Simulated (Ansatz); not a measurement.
Reflectivity of K (Im-3m) at normal incidence (Ansatz, LDA, independent particles, without spin-orbit coupling, line width 0.15 eV (Gaussian), carrier damping 0.05 eV):

| E (eV) | R (%) |
| --- | --- |
| 1.00 | 97.3 |
| 1.25 | 96.4 |
| 1.50 | 94.9 |
| 1.75 | 93.0 |
| 2.00 | 90.9 |
| 2.25 | 89.2 |
| 2.50 | 87.5 |
| 2.75 | 85.3 |
| 3.00 | 82.0 |
| 3.25 | 76.4 |
| 3.50 | 65.6 |
| 3.75 | 37.6 |
| 4.00 | 14.7 |
| 4.25 | 6.8 |
| 4.50 | 3.6 |
| 4.75 | 2.3 |
| 5.00 | 1.6 |

Problem. What colour would a polished face show in daylight?

Solution. Near white: CIE x = 0.318, y = 0.334, luminous reflectivity 89 % under D65, from the mean over the axes.
